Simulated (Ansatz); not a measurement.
## CsZnH3 (model cell, started as cubic perovskite with Zn in the octahedra): following an unstable mode

Which phase does CsZnH3 (model cell, started as cubic perovskite with Zn in the octahedra) fall into along its unstable mode, and how much energy does it gain?

Calculated with Ansatz 0.2.0; DFT r2SCAN, scalar-relativistic, plane waves, PAW; PAW set soft_1.

The structure was built from a prototype and need not be the compound's stable phase.

### Step 1. Set-up

The structure is cubic, space group Pm-3m (No. 221). The conventional cell has a = 4.091 Å, b = 4.091 Å, c = 4.091 Å, α = 90.00°, β = 90.00°, γ = 90.00°. Nearest to Cs lie 12 H at 2.89 Å. Nearest to Zn lie 6 H at 2.05 Å. Nearest to H lie 2 Zn at 2.05 Å and 4 Cs at 2.89 Å and 8 H at 2.89 Å. Farther neighbours are not listed.

### Step 2. Phonons on a q mesh

The cell comes from relaxations at this level that are not shown. Stability and thermal properties need the whole zone. Linear response on a 2×2×2 q mesh gives force constants as far as a supercell of that size would.

input.yaml

```yaml
crystal:
  lattice:
    - [4.0907575584, 0.0, 0.0]
    - [0.0, 4.0907575584, 0.0]
    - [0.0, 0.0, 4.0907575584]
  atoms:
    - { symbol: Cs, position: [0.0, 0.0, 0.0] }
    - { symbol: Zn, position: [0.5, 0.5, 0.5] }
    - { symbol: H, position: [0.5, 0.5, 0.0] }
    - { symbol: H, position: [0.5, 0.0, 0.5] }
    - { symbol: H, position: [0.0, 0.5, 0.5] }
kpoints:
  mp_grid: { grid: [12, 12, 12] }
hamiltonian:
  xc: r2scan
  pseudopotentials: { kind: paw, azcp: { folder: soft_1 } }
scf:
  occupations: { method: methfessel_paxton, width: 0.2 }
output:
  eigenvalues: true
phonons:
  method: dfpt
  qmesh: [2, 2, 2]
  temperatures: { t_max: 1000, t_step: 50 }
  qpath:
    path:
      - [[0.0, 0.0, 0.0], [0.0, 0.5, 0.0], [0.5, 0.5, 0.0], [0.0, 0.0, 0.0], [0.5, 0.5, 0.5], [0.0, 0.5, 0.0]]
      - [[0.5, 0.5, 0.5], [0.5, 0.5, 0.0]]
    npoints: 10
```

Started as:

```console
ansatz run input.yaml --threads 4 --pin off --max-ram 16384MiB --backend cpu --events-out ev --progress --plain --runs-dir out
```

Numbers of over 12 decimals in the logs are rounded to 6 here.

What it wrote:

```text
Engine: ansatz 0.2.0, aarch64-unknown-linux-gnu
Pseudopotentials: kind: paw
Pseudopotential: Cs, paw, valence charge 9, recommended cutoff 500 eV (meta_gga), soft_1/Cs.paw.azcp
Pseudopotential: Zn, paw, valence charge 12, recommended cutoff 500 eV (meta_gga), soft_1/Zn.paw.azcp
Pseudopotential: H, paw, valence charge 1, recommended cutoff 500 eV (meta_gga), soft_1/H.paw.azcp
Functional definition: r2SCAN
  parameter k0 = 0.174
  parameter k1 = 0.065
  parameter a1 = 4.9479
  exchange = r2scan_x(k0 = k0, k1 = k1, a1 = a1)
  correlation = r2scan_c
Crystal: 5 atoms, lattice volume = 68.456 Å³
Basis set: ecut = 500 eV, 1743 PW (Γ), exchange–correlation on 180×180×180 points (216 copies of the dense FFT grid, shifted against one another)
Bands: 17, of which v1, the nominal top of the filled ones, is band 12 counted from 1 (11 counted from 0)
Symmetry: 48 space group operations
k-points: 518 of 1728 (irreducible under 2 space group operations, time reversal used)
Non-local potential: Cs, projectors of the file, l = 0: 3, l = 1: 2, l = 2: 2, l = 3: 2
Non-local potential: Zn, projectors of the file, l = 0: 2, l = 1: 2, l = 2: 3, l = 3: 1
Non-local potential: H, projectors of the file, l = 0: 2, l = 1: 1
PAW form: soft (Blöchl's): semilocal exchange-correlation on the pseudo side does not see the compensation charge
PAW frozen core: Cs, regenerated for the run's functional (the file was generated under x = pbe(κ = 0.804, μ = 0.219515), c = pbe(β = 0.066725))
PAW frozen core: Zn, regenerated for the run's functional (the file was generated under x = pbe(κ = 0.804, μ = 0.219515), c = pbe(β = 0.066725))
PAW one-centre angular grid: Cs, 302 points (default); XC on 160 Gauss nodes
PAW one-centre angular grid: Zn, 590 points (default); XC on 160 Gauss nodes
PAW one-centre angular grid: H, 302 points (default); XC on 160 Gauss nodes
Initial density: superposition of atomic densities (chi_scale 0.1, normalization cell, long waves kept (reshape's long-wave potential 0.00 eV rms))
Initial wavefunctions: pseudopotential atomic-orbital guess
Functional: x = r2scan, c = r2scan; τ floored in thin density (d = 2e-4 eV/Å³)
SCF iter   1: F=—  HF=-9061.077616 eV  |F-HF|=—  |Δ(HF+E_count)|=         —  Δρ=9.85e-2  dr2=6.15e0  dr2_τ=1.70e-2  ethr=3.10e-3  ⟨swp⟩=5.1  Hψ=49818  notcnv=0
preconditioner: auto → Kerker (q_TF=auto, 2.291 Å⁻¹)  [metal: Δε(μ)=0.068 eV  Ē_g=11.451 eV  σ=0.200 eV  W_gap=0.28  n_scr=18 (ndim 8)  ℏωp=22.0 eV  f_vac=0.001  D(μ)=0.42/eV (n_scr^D=0)]
SCF iter   2: F=—  HF=-9059.848760 eV  |F-HF|=—  |Δ(HF+E_count)|=    1.23e0  S|Δr|=    0.00e0  Δρ=4.14e-2  dr2=9.12e-1  dr2_τ=1.07e-2  ethr=3.10e-3  ⟨swp⟩=4.2  Hψ=23702  notcnv=0  defer=478
SCF iter   3: F=—  HF=-9059.550942 eV  |F-HF|=—  |Δ(HF+E_count)|=   2.98e-1  S|Δr|=    0.00e0  Δρ=1.95e-2  dr2=4.09e-1  dr2_τ=2.28e-3  ethr=3.10e-3  ⟨swp⟩=2.0  Hψ=19179  notcnv=0  defer=491
SCF iter   4: F=—  HF=-9059.520907 eV  |F-HF|=—  |Δ(HF+E_count)|=   3.00e-2  S|Δr|=    0.00e0  Δρ=1.02e-2  dr2=3.54e-2  dr2_τ=3.80e-4  ethr=1.71e-3  ⟨swp⟩=2.0  Hψ=18655  notcnv=0  defer=487
SCF iter   5: F=—  HF=-9059.537878 eV  |F-HF|=—  |Δ(HF+E_count)|=   1.70e-2  S|Δr|=    0.00e0  Δρ=3.37e-3  dr2=4.53e-3  dr2_τ=2.98e-5  ethr=1.47e-4  ⟨swp⟩=2.0  Hψ=17551  notcnv=0  defer=481
SCF iter   6: F=—  HF=-9059.537331 eV  |F-HF|=—  |Δ(HF+E_count)|=   5.47e-4  S|Δr|=    0.00e0  Δρ=9.33e-4  dr2=4.82e-4  dr2_τ=4.04e-6  ethr=1.89e-5  ⟨swp⟩=2.2  Hψ=12970  notcnv=0  defer=481
SCF iter   7: F=—  HF=-9059.537356 eV  |F-HF|=—  |Δ(HF+E_count)|=   2.46e-5  S|Δr|=    0.00e0  Δρ=5.85e-4  dr2=1.57e-4  dr2_τ=2.38e-7  ethr=2.01e-6  ⟨swp⟩=2.0  Hψ=13324  notcnv=0  defer=481
SCF iter   8: F=—  HF=-9059.537304 eV  |F-HF|=—  |Δ(HF+E_count)|=   5.13e-5  S|Δr|=    0.00e0  Δρ=4.41e-5  dr2=1.70e-6  dr2_τ=2.76e-8  ethr=6.56e-7  ⟨swp⟩=2.0  Hψ=12136  notcnv=0  defer=481
SCF iter   9: F=—  HF=-9059.537305 eV  |F-HF|=—  |Δ(HF+E_count)|=   9.14e-7  S|Δr|=    0.00e0  Δρ=6.56e-6  dr2=2.23e-8  dr2_τ=1.61e-9  ethr=7.10e-9  ⟨swp⟩=2.1  Hψ=13903  notcnv=0  defer=481
SCF iter  10: F=—  HF=-9059.537305 eV  |F-HF|=—  |Δ(HF+E_count)|=   2.37e-8  S|Δr|=    0.00e0  Δρ=1.38e-6  dr2=6.99e-10  dr2_τ=1.99e-11  ethr=9.30e-11  ⟨swp⟩=2.0  Hψ=14030  notcnv=0  defer=481
SCF iter  11: F=—  HF=-9059.537305 eV  |F-HF|=—  |Δ(HF+E_count)|=  6.13e-10  S|Δr|=    0.00e0  Δρ=4.33e-7  dr2=7.19e-11  dr2_τ=9.84e-13  ethr=2.91e-12  ⟨swp⟩=2.0  Hψ=14026  notcnv=0  defer=481
SCF iter  12: F=-9059.537305 eV  HF=-9059.537305 eV  |F-HF|=5.46e-12  |Δ(HF+E_count)|=  7.28e-12  S|Δr|=    0.00e0  Δρ=6.40e-8  dr2=2.02e-12  dr2_τ=4.06e-14  ethr=1.00e-12  ⟨swp⟩=10.9  Hψ=50399  notcnv=0
the search or the solves at the SCF's close may have found levels that the self-consistency loop had missed (the run counts none). By its estimate they hold under 1e-12 electrons; where the run keeps them, the occupations were computed again with them
SCF 1 converged in 12 iterations: F = -9059.537305 eV  dr2 = 2.02e-12
  greatest PAW one-centre occupation: 0.983 electrons in one spin orbital (limit 2), on the Zn atom at site 1 (counted from 0), in its partial waves of l = 2
Basis set: ecut = 500 eV, 1743 PW (Γ), exchange–correlation on 120×120×120 points (64 copies of the dense FFT grid, shifted against one another)
k-points: 84 of 1728
Initial density: read from a saved state, or passed on in memory by an earlier SCF of this step, an earlier step, the calling program or the single point that the run made first
iter 1 solved again at ethr=3.93e-8 eV; its pass at ethr=3.10e-3 eV (dr2=9.43e-6 eV) is discarded
SCF iter   1: F=—  HF=-9059.537306 eV  |F-HF|=—  |Δ(HF+E_count)|=         —  Δρ=3.00e-7  dr2=3.69e-11  dr2_τ=1.98e-12  ethr=3.93e-8  ⟨swp⟩=3.5  Hψ=12510  notcnv=0
eigensolver tolerance schedule: the retry pair's looser diagonalisation over-reported the residual by 255888.24 of it (diagonalisation noise at an unbounded share of the residual, at the tolerance the schedule requests for it); recorded, not acted on — ethr = c·dr2/N_el stays at c = 1.0e-1
preconditioner: auto → Kerker (q_TF=auto, 2.291 Å⁻¹)  [metal: Δε(μ)=0.067 eV  Ē_g=12.987 eV  σ=0.200 eV  W_gap=0.27  n_scr=18 (ndim 8)  ℏωp=22.0 eV  f_vac=0.001  D(μ)=0.31/eV (n_scr^D=0)]
SCF iter   2: F=—  HF=-9059.537306 eV  |F-HF|=—  |Δ(HF+E_count)|=   2.83e-7  S|Δr|=    0.00e0  Δρ=1.26e-7  dr2=5.17e-12  dr2_τ=1.62e-12  ethr=1.00e-12  ⟨swp⟩=3.6  Hψ=7349  notcnv=0
SCF iter   3: F=-9059.537306 eV  HF=-9059.537306 eV  |F-HF|=3.64e-12  |Δ(HF+E_count)|=  3.64e-12  S|Δr|=    0.00e0  Δρ=6.69e-8  dr2=2.16e-12  dr2_τ=1.51e-13  ethr=1.00e-12  ⟨swp⟩=1.4  Hψ=3310  notcnv=0
SCF 2 converged in 3 iterations: F = -9059.537306 eV  dr2 = 2.16e-12
phonons: the bands overlap, so this run is a metal and interpolates without the dipole-dipole term. If the crystal is really an insulator or semiconductor, its LO-TO splitting is missing
DFPT response loops at Γ: preconditioner auto → Kerker (q_TF=auto, 2.291 Å⁻¹) (partly filled bands, converged f_vac=0.001); β = 1.00, the filter's whole step (`scf.mixing.beta` (0.50) is not read by the response loops under this deck's `scf.mixing.preconditioner`; to damp them name `kerker` or `kerker_dos`, under which they read `scf.mixing.beta`, and type it under 1.00, their step now; both keys bind the ground state too); Broyden in place of MSR1
NSCF: frozen V_eff on 84 k-points
WARN: eigensolver did not converge in 6 slots of this pass, the one above among them; of largest residual over every band (k=10): 1 band(s) unlocked (lowest unlocked band 16, counted from 0; max residual 3.14e-4 eV among the unlocked bands, 3.14e-4 eV over every band); of lowest unlocked band (k=10): band 16
NSCF: frozen V_eff on 686 k-points
DFPT response loops at q = (0, 0, -0.5) (fractional): mixed as the last ones told, above
NSCF: frozen V_eff on 686 k-points
DFPT response loops at q = (0, -0.5, -0.5) (fractional): mixed as the last ones told, above
NSCF: frozen V_eff on 686 k-points
DFPT response loops at q = (-0.5, -0.5, -0.5) (fractional): mixed as the last ones told, above
SCF converged after 12 iterations
Stability not checked: this state was not tested for a lower state beside it, because cold or Methfessel-Paxton smearing, or corrected tetrahedra, fill the levels in a way that the test cannot read (fill_not_monotonic; see scf.lower_state_search)
Free energy (F): -9059.537305 eV
Harris-Foulkes:  -9059.537305 eV  (|F-HF|=5.46e-12)
Internal energy: -9059.538318 eV  (E = F + TS)
E sigma→0 (E₀):  -9059.537559 eV
Entropy (-TS):   0.001013 eV (0.203 meV/atom)
Fermi energy:    5.635038 eV
Step filling:    the computed levels leave a gap of 0.0286 eV = 0.1 smearing widths at the electron count; against every level under it full and every level over it empty, smearing changes F+E_penalty+E_count by +0.046 meV and its σ→0 estimate by -0.208 meV
--- Per-component energies (eV) ---
  E_band       = -30.567923
  E_kinetic    = 329.347261
  E_local      = -2366.220116  (includes V_loc(G=0)·N_el)
  E_nonlocal   = 850.560250
  E_hartree    = 913.365496
  E_xc         = -265.239778
  E_vxc        = -238.526380  (∫ρ·V_xc dr)
  E_paw        = -7004.114201  (= ΣΔE_a)
  E_vpaw       = -443.017308  (= ΣTr[D̂ρ^β])
  E_aug_tail   = -0.000121  (compensation charges beyond the density's cutoff)
  E_vtau       = 10.557566  (kinetic-family band-sum trace: ∫τ·v_τ [+ j·A + Jᵃ·Aᵃ] dr)
  E_ewald      = -1517.104372
  E_core_change = -0.132737  (= ΣΔE_core)
  E_smearing   = 0.001013  (= −TS)
  E_closure    = 0.000000  (closes the sum)
  Σ components = -9059.537305   (vs F -9059.537305, Δ=0.00e0)
--- Band table (eV; the first three rows and the last of 518) ---
  k-point 0: bands = [... 8 lower, -0.5492, -0.5492, 5.3135, 5.3135, 11.1014, 11.1014, 11.1014, 13.2496, ... 1 higher]
  k-point 1: bands = [... 8 lower, -0.5426, -0.3837, 5.2256, 5.3430, 10.9950, 10.9950, 11.0002, 12.9608, ... 1 higher]
  k-point 2: bands = [... 8 lower, -0.5241, 0.1007, 4.9369, 5.4275, 10.7154, 10.7154, 10.9505, 12.3208, ... 1 higher]
  k-point 517: bands = [... 8 lower, -0.4297, 2.4311, 2.4311, 2.4311, 4.7651, 14.9545, 14.9545, 14.9545, ... 1 higher]
--- Phonons (Γ-DFPT): 4 representative perturbations + reference, on 518 of 1728 k-points (Σ response iterations 26) ---
  k mesh reduced under 2 symmetry operations, with k and −k counted as one. Each operation leaves every solved perturbation unchanged. A smaller set is not considered because the functional reads the kinetic-energy density
  ASR residual: 6.939e-5 → 0.000e0 eV/Å²; symmetrization residual: 8.035e-7 eV/Å²
  ASR residual per site (eV/Å²): 9.87e-6 6.94e-5 2.21e-5 2.21e-5 2.21e-5
  Γ frequencies (cm⁻¹): -374.49 -374.49 -374.49 0.00 0.00 0.00 224.26 224.26 224.26 836.28 836.28 836.28 912.00 912.00 912.00
--- Phonons (arbitrary-q DFPT): 4 irreducible q on the 2×2×2 mesh ---
  q = [0.0000, 0.0000, 0.0000] (star 1, of the zone-centre solve; hermiticity 3.40e-7, symmetrization 2.62e-10): -374.49 -374.49 -374.49 -0.00 -0.00 -0.00 224.26 224.26 224.26 836.28 836.28 836.28 912.00 912.00 912.00
  q = [0.0000, 0.0000, -0.5000] (star 3, 9 solved perturbations in 2646 linear systems a pass and spin channel, the states on 343 of 1728 k-point pairs; hermiticity 3.00e-7, symmetrization 2.79e-12): -349.34 -349.34 94.01 94.01 94.41 122.15 224.78 224.78 404.26 843.69 843.69 899.83 909.40 909.40 958.86
  q = [0.0000, -0.5000, -0.5000] (star 3, 9 solved perturbations in 2646 linear systems a pass and spin channel, the states on 343 of 1728 k-point pairs; hermiticity 4.37e-7, symmetrization 9.07e-13): -1195.74 -258.44 61.43 61.43 96.54 155.22 155.22 343.98 667.04 822.98 876.00 876.00 877.62 877.62 974.62
  q = [-0.5000, -0.5000, -0.5000] (star 1, 4 solved perturbations in 931 linear systems a pass and spin channel, the states on 343 of 1728 k-point pairs; hermiticity 1.43e-8, symmetrization 4.35e-12): -1092.78 -1092.78 102.04 102.04 102.04 140.87 140.87 140.87 796.56 796.56 796.56 814.24 926.77 926.77 926.77
  sum rule: each row above includes the acoustic sum rule's correction from the zone centre's row sums; it moved no ω² by more than (2.44 cm⁻¹)²
  mesh force constants: q→R imaginary residual 1.72e-17; ASR residual 6.939e-5 → 0.000e0 eV/Å²; symmetrization residual 6.217e-15 eV/Å²
  interpolated dispersion: 62 rows × 15 modes
  density of states and harmonic sums: on the 16×16×16 q-mesh, interpolated from the force constants of a 2×2×2 supercell (no non-analytic term)
  largest difference from the sums on the solved wave vectors: F 8.85e-2 eV, S 9.30e-5 and C_V 4.62e-5 eV/K
  zero-point energy: 0.408496 eV/cell   skipped modes (ω ≤ 0): 410, of them read as no rigid motion or as one in doubt: 407 (2.502e0 modes/cell left out, lowest -1195.74 cm⁻¹)   left out of the sums: 1.67e-1 of the cell's modes: C_V's classical limit lies that fraction below 3 k_B per atom; for a crystal, a wire or a layer, F and S can be off by more, and a phonons.interpolated_qmesh denser along its periods is the remedy for the sampling
```

It took 17 min on 4 threads of Arm Neoverse V1, shared host; peak memory 4 GiB.

The column dr2 measures how far the density is from self-consistency, as an energy; F and HF (Harris–Foulkes) agree once it is small.

This step gave:

```
volume per atom                                         : 13.69 Å³
gap on the k-mesh                                       : 0 eV
sum-rule residual before enforcement                    : 6.94e-5 eV/Å²
lowest frequency on the path                            : -1196 cm⁻¹
point group                                             : m-3m
highest frequency on the path or at a solved wavevector : 974.6 cm⁻¹
highest optical mode at the zone centre (no LO-TO term) : 912 cm⁻¹
lowest optical zone-centre mode                         : -374.5 cm⁻¹
lowest mode on the q mesh (acoustic modes at Γ apart)   : -1196 cm⁻¹
```

Frequencies (cm⁻¹) solved at each irreducible wavevector; negative means imaginary. Frequencies by wavevector, by row:

```csv
q in reciprocal lattice units,star,mode 1,mode 2,mode 3,mode 4,mode 13,mode 14,mode 15
0 0 0,1,-374.5,-374.5,-374.5,0,912,912,912
0 0 -0.5,3,-349.3,-349.3,94,94,909.4,909.4,958.9
0 -0.5 -0.5,3,-1196,-258.4,61.4,61.4,877.6,877.6,974.6
-0.5 -0.5 -0.5,1,-1093,-1093,102,102,926.8,926.8,926.8
```

Interpolated from a 2×2×2 q mesh, rough between the solved points. The phonon branches at the labelled points (cm⁻¹):

```csv
point,branch 1,branch 2,branch 3,branch 4,branch 12,branch 13,branch 14,branch 15
Γ,-374,-374,-374,0,836,912,912,912
halfway,-362,-362,-184,63,869,908,908,936
X,-349,-349,94,94,900,909,909,959
halfway,-938,-300,24,73,895,900,901,956
M,-1196,-258,61,61,876,878,878,975
halfway,-759,-330,-50,33,888,896,898,953
Γ,-374,-374,-374,0,836,912,912,912
halfway,-760,-760,-24,65,850,911,911,966
R,-1093,-1093,102,102,814,927,927,927
halfway,-977,-761,34,77,845,924,931,941
X,-349,-349,94,94,900,909,909,959
jump to R,-1093,-1093,102,102,814,927,927,927
halfway,-1145,-825,82,82,824,915,915,951
M,-1196,-258,61,61,876,878,878,975
```

Symmetry leaves 4 wavevectors to solve. The lowest mode among them, the acoustic zeros apart, lies at q = (0, -0.5, -0.5) and is imaginary, 1195.7i cm⁻¹, so the energy falls along it.

### Step 3. The mode frozen in, largest atomic shift 0 Å

The mode followed lies at q = (-0.5, -0.5, -0.5) with frequency 1092.8i cm⁻¹ and is 2-fold degenerate, one of the unstable modes though not the softest. At small amplitude the distorted cell has space group no. 139 by a symmetry search on the positions. The undistorted cell that holds it gives the zero of energy on the same k mesh.

System of this step: CsZnH3 (model cell, started as cubic perovskite with Zn in the octahedra). The structure is cubic, space group Pm-3m (No. 221). Conventional cell: a = 4.091 Å, b = 4.091 Å, c = 4.091 Å, α = 90.00°, β = 90.00°, γ = 90.00°. Nearest to Cs lie 12 H at 2.89 Å. Nearest to Zn lie 6 H at 2.05 Å. Nearest to H lie 2 Zn at 2.05 Å and 4 Cs at 2.89 Å and 8 H at 2.89 Å. Farther neighbours are not listed.

input.yaml

```yaml
crystal:
  lattice:
    - [4.0907575584, 4.0907575584, 0.0]
    - [4.0907575584, 0.0, 4.0907575584]
    - [4.0907575584, 0.0, -4.0907575584]
  atoms:
    - { symbol: Cs, position: [0.0, 0.0, 0.0] }
    - { symbol: Cs, position: [0.0, 0.5, 0.5] }
    - { symbol: Zn, position: [0.5, 0.25, 0.75] }
    - { symbol: Zn, position: [0.5, 0.75, 0.25] }
    - { symbol: H, position: [0.5, 0.0, 0.0] }
    - { symbol: H, position: [0.5, 0.5, 0.5] }
    - { symbol: H, position: [0.0, 0.5, 0.0] }
    - { symbol: H, position: [0.0, 0.0, 0.5] }
    - { symbol: H, position: [0.5, 0.0, 0.5] }
    - { symbol: H, position: [0.5, 0.5, 0.0] }
kpoints:
  mp_grid: { grid: [10, 10, 10] }
hamiltonian:
  xc: r2scan
  pseudopotentials: { kind: paw, azcp: { folder: soft_1 } }
scf:
  occupations: { method: methfessel_paxton, width: 0.2 }
output:
  forces: true
  stress: true
  eigenvalues: true
```

What it wrote:

```text
[...]
Crystal: 10 atoms, lattice volume = 136.912 Å³
Basis set: ecut = 500 eV, 3479 PW (Γ), exchange–correlation on 180×180×180 points (64 copies of the dense FFT grid, shifted against one another)
Bands: 34, of which v1, the nominal top of the filled ones, is band 24 counted from 1 (23 counted from 0)
Symmetry: 96 space group operations
[...]
k-points: 47 of 1000
[...]
k-point 0: bands = [... 20 lower, 2.4314, 2.4314, 4.7650, 5.3138, 5.3138, 11.1014, 11.1014, 11.1014, ... 6 higher]
  k-point 1: bands = [... 20 lower, 2.5266, 2.5266, 5.0770, 5.2828, 5.2828, 10.6599, 11.1652, 11.1652, ... 6 higher]
  k-point 2: bands = [... 20 lower, 2.7950, 2.7950, 5.1748, 5.1748, 5.8214, 9.8125, 11.3241, 11.3241, ... 6 higher]
  k-point 46: bands = [... 20 lower, 3.0411, 3.4912, 4.3847, 4.9203, 10.1031, 10.2433, 10.3030, 10.5665, ... 6 higher]
[key lines of the parts left out:]
SCF converged after 10 iterations
Free energy (F): -18119.072921 eV
Fermi energy:    5.654779 eV
P = ⅓ Tr σ = -0.0062 GPa (-0.062 kbar)
```

Run time: 11 s. Hardware: 4 threads; peak memory 0.94 GiB.

This step gave:

* pressure: -0.006243 GPa
* energy from the undistorted cell: 0 meV/atom

The run ends at a pressure of -0.01 GPa.

(Part 1 of 3 ends here.)

[Logs are printed without paths, hosts, clocks, repeated set-up lines and the standing remarks that a program may print on its own settings, such as how far it seeks lower states.]

[Hosts, paths, dates, database ids (printed as entryN), source tags and the programs' standing remarks are cut or masked in the printed files.]
